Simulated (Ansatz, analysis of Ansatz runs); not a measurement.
## B-H pair in alpha-quartz: local vibrational mode against experiment

How near does this set-up come to the measured local vibrational mode? Subject: B-H pair in alpha-quartz. Set-up: HSE06, 36-site cell, PBE lattice, 420 eV, k: the zone centre alone, anharmonic cut. The model is a cell of 36 host atoms with B put on another atom's site and H put in between. The frequencies come from force constants among the defect atom and its neighbours, with the masses of the isotopes named. Exact exchange opens the gap, stiffens bonds and lessens the self-interaction error, at many times the cost.

What was measured. O-H stretch, 1H: 3595 cm⁻¹ at 300 K, by diffuse reflectance FTIR with peak fitting (“Structural evolution of water and hydroxyl groups during thermal, mechanical and chemical treatment of high purity natural quartz”, 2020, pmc:9055915). The calculation is set beside it at the end.

Program: Ansatz 0.2.0. Level of theory: plane-wave PAW DFT, HSE06; relaxation of all atoms of a defect supercell. Results are calculated unless marked as measured.

Most raw output is cut from this account.

**1. The structure**

The cell holds 37 atoms: 11 Si, 24 O, 1 B and 1 H. Its edges and angles: a = 7.452 Å, b = 7.452 Å, c = 10.037 Å, α = 70.3°, β = 70.3°, γ = 71.4°. It derives from SiO2 (space group P3_221). Nearest the centre at fractional (0.451, 0.491, 0.504): H37 at 0.44 Å, B24 at 0.88 Å, O7 at 1.45 Å, O36 at 1.78 Å, O29 at 1.82 Å, O14 at 1.84 Å, Si1 at 2.71 Å, Si20 at 3.16 Å.

The host's primitive cell comes from a first run (plane-wave PAW DFT, PBE; relaxation of the host's cell and atoms): vectors of 5.018, 5.018 and 5.509 Å. That is 13.35 Å³ an atom, 6.1 % over the diffraction cell's volume. The supercell is built on it.

**2. Relaxation, charge 0**

Every later number rests on the structure around the defect, so the atoms are relaxed at the host's lattice first.

relax/input.yaml

```yaml
relax:
  f_tol: 0.01
  max_steps: 80
  random_displacement: { amplitude: 0.02, seed: 892 }
crystal:
  lattice:
    - [-2.50916922, 4.34600857, 5.50897409]
    - [5.01833844, 0.0, 5.50897409]
    - [5.01833844, 8.69201714, 0.0]
  atoms:
    - { symbol: Si, position: [0.095148789, 0.571517878, 0.452425606] }
    - { symbol: Si, position: [0.595148789, 0.071517878, 0.202425606] }
    - { symbol: Si, position: [0.404851211, 0.928482122, 0.035758939] }
    - { symbol: Si, position: [0.904851211, 0.428482122, 0.285758939] }
    - { symbol: Si, position: [0.0, 0.0, 0.261815455] }
    - { symbol: Si, position: [0.5, 0.5, 0.011815455] }
    - { symbol: O, position: [0.290599064, 0.471047164, 0.462811131] }
    - { symbol: O, position: [0.817998505, 0.976285379, 0.21906075] }
[... 25 atom lines left out ...]
    - { symbol: O, position: [0.562321285, 0.976728164, 0.590779355] }
    - { symbol: O, position: [0.064251394, 0.808131389, 0.888730866] }
    - { symbol: O, position: [0.564251394, 0.308131389, 0.638730866] }
    - { symbol: H, position: [0.402489, 0.481476, 0.492812] }
basis:
  ecutwfc: 420
  xc_grid: 2
hamiltonian:
  xc: hse06
kpoints:
  mp_grid: { grid: [1, 1, 1] }
scf:
  occupations: { method: fermi_dirac, width: 0.01 }
  max_iter: 120
output:
  forces: true
checkpoint:
  write: "../relax.run"
  compress: false
  write_wavefunctions: true
  write_every: 100000
```

The run is started by

```sh
$ ansatz run input.yaml --threads 2 --pin off --max-ram 3768MiB --backend cpu --events-out ev --progress --plain --runs-dir out
```

It took 4.7 min on 2 threads of Intel Xeon 6975P-C (Granite Rapids), shared host; peak memory 0.85 GiB.

The steps of the relaxation:

```csv
step,energy less that of the first step (eV),largest force component (eV/Å)
1,0.0000,6.7513
2,-2.5587,2.9509
3,-3.5237,1.9125
4,-3.8643,0.5400
5,-3.9801,0.5444
6,-4.0950,0.7574
7,-4.1806,0.6904
8,-4.2552,0.9709
9,-4.3163,0.0989
10,-4.3163,0.1026
11,-4.3023,0.3095
12,-4.3216,0.0470
13,-4.3234,0.0353
14,-4.3235,0.0274
15,-4.3234,0.0944
16,-4.3235,0.0274
17,-4.3234,0.0973
18,-4.3238,0.0247
19,-4.3238,0.0179
20,-4.3238,0.0150
21,-4.3238,0.0046
22,-4.3238,0.0045
```

Relaxation steps 11, 15, 17 were tried and not accepted.

The atoms that moved most (Å, from the sites as typed, ahead of the random displacement, the mean shift of all atoms taken out):

```csv
atom,dx,dy,dz,length
H37,0.598,0.356,-0.838,1.089
O29,-0.270,0.224,0.222,0.415
O31,-0.310,0.114,-0.173,0.373
O30,-0.227,-0.104,0.245,0.349
O32,-0.171,-0.027,-0.273,0.323
B24,-0.113,0.219,0.192,0.312
O7,0.166,0.234,0.030,0.288
O14,-0.006,0.245,0.011,0.245
```

The relaxed structure:

```xyz
37
Lattice="-2.5092 4.3460 5.5090 5.0183 0.0000 5.5090 5.0183 8.6920 0.0000" Properties=species:S:1:pos:R:3 pbc="T T T"
Si    4.9794    4.2947    3.6244
Si   -0.1075    4.3117    3.6621
Si    3.7682    2.0120    7.4107
Si    1.2935    6.4692    7.3505
Si    1.2554    2.1856    0.0380
Si    1.3055    2.1990    5.4243
O     4.1188    5.5222    4.2269
O     3.9854    5.3268   10.0115
O     0.7068    5.1236    2.5350
O     0.9283    5.0495    8.0332
O     2.6198    2.3841    6.3369
O     0.1391    6.8436    6.2943
O     0.1334    1.7459    1.1135
O     2.7438    6.3950    6.6536
O     3.9120    3.2812    2.9620
O     3.9523    3.2260    8.4584
O     5.8086    3.5168    4.7641
O     0.9329    3.5729    4.6610
Si    7.5223    8.6472    3.6133
Si    2.4214    8.6497    3.8340
Si    6.1591    6.5273    7.3850
Si    3.8149   10.6965    7.3133
Si    3.7161    6.5964    0.0413
B     3.6858    7.1561    6.0253
O     6.5674    9.7300    4.3292
O     6.4609    9.7339   10.0201
O     3.3675    9.3752    2.7337
O     3.5002    9.2856    8.0509
O     4.9894    7.1174    6.4353
O     2.5234   11.1359    6.4575
O     2.4404    6.2638    0.9610
O     5.0883   10.4687    6.3699
O     6.6116    7.5126    2.8974
O     6.5324    7.5599    8.5747
O     8.4637    7.9578    4.7267
O     3.3612    8.0057    4.9875
H     4.4729    6.3921    4.0328
```

Neighbours of the ideal centre at the end:

```csv
atom,distance (Å)
B24,1.180
O7,1.290
H37,1.310
O36,1.749
O14,1.842
O29,1.852
Si1,2.810
Si20,3.038
```

Neighbours of the added atoms: H37: O7 0.96, O36 2.18, Si1 2.20 Å.

This step gave:

| Quantity | Value |
| --- | --- |
| free energy | -20826.6118 eV |

The relaxation ends 117 meV an atom lower than the displaced start, with a largest force component of 0.0045 eV/Å.

**3. Local vibrational modes**

A local mode lives on the defect and the atoms next to it, so only the sites listed in the input are displaced, which costs far fewer SCF runs than the whole cell would.

This step: plane-wave PAW DFT, HSE06; finite-displacement force constants among the atoms nearest to a defect, the others at rest.

modes/input.yaml

```yaml
crystal:
  lattice:
    - [-2.50916922, 4.34600857, 5.50897409]
    - [5.01833844, 0.0, 5.50897409]
    - [5.01833844, 8.69201714, 0.0]
  atoms:
    - { symbol: Si, position: [0.079878246, 0.578030797, 0.454158666] }
    - { symbol: Si, position: [0.59111398, 0.073638567, 0.200491929] }
[... 1 atom line left out ...]
    - { symbol: Si, position: [0.910394624, 0.423888354, 0.289072574] }
[... 2 atom lines left out ...]
    - { symbol: O, position: [0.290919038, 0.47635472, 0.489863267] }
[... 6 atom lines left out ...]
    - { symbol: O, position: [0.698378018, 0.509398719, 0.386545355] }
[... 2 atom lines left out ...]
    - { symbol: O, position: [0.055954979, 0.808829571, 0.376628282] }
[... 2 atom lines left out ...]
    - { symbol: Si, position: [0.604285046, 0.09166528, 0.692984686] }
    - { symbol: Si, position: [0.432089835, 0.908451553, 0.534912577] }
[... 2 atom lines left out ...]
    - { symbol: B, position: [0.591271004, 0.502445463, 0.527657856] }
[... 4 atom lines left out ...]
    - { symbol: O, position: [0.496389171, 0.671767804, 0.570651373] }
[... 4 atom lines left out ...]
    - { symbol: O, position: [0.562268734, 0.994227855, 0.588620653] }
[... 1 atom line left out ...]
    - { symbol: O, position: [0.578301493, 0.327047256, 0.631885421] }
    - { symbol: H, position: [0.288070357, 0.443979993, 0.591359984] }
basis:
  ecutwfc: 420
  xc_grid: 2
hamiltonian:
  xc: hse06
kpoints:
  mp_grid: { grid: [1, 1, 1] }
scf:
  occupations: { method: fermi_dirac, width: 0.01 }
  max_iter: 120
output: {}
checkpoint:
  read: "../relax.run"
phonons:
  supercell: [1, 1, 1]
  displaced_sites: [6, 36]
```

Run time: 3.7 min. Hardware: 2 threads; peak memory 0.93 GiB; 7 min of CPU time.

Read from the output:

- free energy: -20826.6118 eV

The modes with the largest weight on the probed atoms (the light atom of a pair), for the masses of each isotope. Modes of the displaced atoms (local only where they lie over the host's phonons):

```csv
isotopes,mode (cm⁻¹),share of the defect atoms
H,3852,0.941
H,960.3,0.952
H,371.4,0.737
D,2805,0.886
D,695.7,0.903
D,184.3,0.675
```

**4. Point 1 along the mode**

A light atom samples the curved part of its well, so the energy is mapped along the mode and the one-dimensional Schrödinger equation solved on it.

This step: plane-wave PAW DFT, HSE06; single point of a defect supercell.

cut0/input.yaml, as its differences from modes/input.yaml of step 3:

```diff
@@ -11,3 +11,3 @@
 [... 2 atom lines left out ...]
-    - { symbol: O, position: [0.290919038, 0.47635472, 0.489863267] }
+    - { symbol: O, position: [0.290976406, 0.475736232, 0.491646301] }
 [... 6 atom lines left out ...]
@@ -27,3 +27,3 @@
     - { symbol: O, position: [0.578301493, 0.327047256, 0.631885421] }
-    - { symbol: H, position: [0.288070357, 0.443979993, 0.591359984] }
+    - { symbol: H, position: [0.288138577, 0.453578199, 0.56276893] }
 basis:
@@ -38,7 +38,5 @@
   max_iter: 120
-output: {}
+output:
+  forces: true
 checkpoint:
   read: "../relax.run"
-phonons:
-  supercell: [1, 1, 1]
-  displaced_sites: [6, 36]
```

Wall time 17 s (2 threads); peak memory 0.89 GiB; 31 s of CPU time.

This step gave:

- free energy: -20821.9612 eV

The series, run alike:

```csv
run,outcome,energy less the first (eV),moment (μB),time
point 1 along the mode,converged,0.0000,0.00,17 s
point 2 along the mode,converged,-2.6717,0.00,16 s
point 3 along the mode,converged,-3.8866,0.00,16 s
point 4 along the mode,converged,-4.4917,0.00,16 s
point 5 along the mode,converged,-4.5359,0.00,16 s
point 6 along the mode,converged,-4.2576,0.00,16 s
point 7 along the mode,converged,-3.9141,0.00,16 s
point 8 along the mode,converged,-3.4736,0.00,16 s
point 9 along the mode,converged,-3.0169,0.00,16 s
```

**5. Anharmonic fundamental**

Analysis of the runs above: one-dimensional Schroedinger equation on a polynomial through HSE06 energies along the local mode.

It gives:

| Item | Value |
| --- | --- |
| stretch | 3695 cm⁻¹ |
| stretch harmonic | 3852 cm⁻¹ |

Table of energy by normal coordinate:

```csv
normal coordinate (amu½ Å),energy (eV)
-0.281,4.65
-0.206,1.98
-0.140,0.764
-0.070,0.159
0.000,0
0.070,0.115
0.140,0.393
0.206,0.736
0.281,1.18
0.356,1.63
```

**6. What came out**

```
distance from the defect atom to its nearest neighbour : 0.959 Å
O-H stretch, 1H                                        : 3695 cm⁻¹
time of the whole chain                                : 11 min on 2 threads
```

What this shows: O-H stretch, 1H: computed 3695 cm⁻¹, measured 3595 cm⁻¹; 100 cm⁻¹ (3 %) above the measurement. The anharmonic cut moves the O-H stretch, 1H from 3852 to 3695 cm⁻¹; a straight cut leaves out the coupling to the other modes. Only the named neighbours move, so modes near the host's band are approximate. Limits: the zone centre alone is a coarse sampling for this cell; the periodic copies of the defect are only 7.5 Å apart.

[Logs are printed without paths, hosts, clocks, repeated set-up lines and the standing remarks that a program may print on its own settings, such as how far it seeks lower states.]

[Hosts, paths, dates, database ids (printed as entryN), source tags and the programs' standing remarks are cut or masked in the printed files.]

[For some hosts the program warned that the k-mesh of the response run may be too coarse for force constants and the static dielectric constant; such warnings are not shown here.]
